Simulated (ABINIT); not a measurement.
Computed results, one entry a study.

### Quasiparticle gap of YHSe (P-6m2) in ABINIT

Symmetry: P-6m2, No. 187, hexagonal system. The conventional cell has a = 3.841 Å, b = 3.841 Å, c = 3.916 Å, α = 90.00°, β = 90.00°, γ = 120.00°. Nearest to Y lie 3 H at 2.22 Å and 6 Se at 2.96 Å. Nearest to H lie 3 Y at 2.22 Å. Se has 6 H at 2.96 Å and 6 Y at 2.96 Å nearest. Farther neighbours, and contacts between anions beyond the nearest, are not listed.

```yaml
method: RPA screening on LDA, plane waves, norm-conserving pseudopotentials (and 2 further levels or steps)
program: ABINIT 10.8.3
settings: cutoff 48 Ha, PseudoDojo scalar-relativistic 0.4.1 stringent, norm-conserving, ngkpt (3, 3, 4), nband 51, ecuteps 3.9 Ha, inclvkb 2, shiftk (0, 0, 0), symchi 1, awtr 1, frequency ppm, 3×3×4 k-mesh
cost: 5 runs, 1.8 min in all on 4 MPI ranks of Arm Neoverse V1, shared host
notes: The program’s warnings: nkpt*nsppol () is not a multiple of nproc spkpt (). The cell and positions are those that the Materials Project relaxed with its own functionals (PBE, PBE+U or r2SCAN), kept fixed. Limits: no spin-orbit coupling. The 3×3×4 mesh is coarse for this cell, which bears on the long-range parts of exchange and screening.
lda_gap: 1.36 eV, indirect
g0w0_gap_on_the_mesh: 2.19 eV
gw_settings: 3×3×4 mesh, 51 bands, screening to 106.1 eV, Godby-Needs plasmon pole
known_limits: short of the basis limit; no spin-orbit coupling; coarse k mesh
```

G0W0 moves the gap on the mesh from 1.36 eV to 2.19 eV (+0.83 eV), with Z of 0.80 and 0.82 at the edges. Local fields lower the RPA ε∞ on this mesh from 12.67 to 11.45; a Γ-centred mesh this coarse tends to raise both, most where the direct gap is narrow, while a short band sum lowers them.

[Long decimals in the printed logs are rounded to 6 places.]

[Logs are printed without paths, hosts, clocks, repeated set-up lines and the standing remarks that a program may print on its own settings, such as how far it seeks lower states.]

[Paths, hosts, dates, memory and timing lines, banners, echoed tables and standing remarks are left out of the program output; an Ansatz launch command may be rebuilt from the run's recorded settings. Measured values are a selection of at most five: reports struck by readers or far from the other reports are left out. None is set beside runs whose start may be inverted or whose files or cutoffs have a known fault.]

[Runs of the session that timed out or met a known fault of the program may be left out.]

[Hosts, paths, dates, database ids (printed as entryN), source tags and the programs' standing remarks are cut or masked in the printed files.]

[G0W0 gaps are taken among the corrected bands and points alone; a level outside them can change the order at an edge.]

[Where Ansatz stands beside ABINIT at settings called matched, ABINIT's density can come from a denser mesh and the files from another edition; pairs whose starting gaps differed by over 0.03 eV were left out, so agreement reads better than it is.]
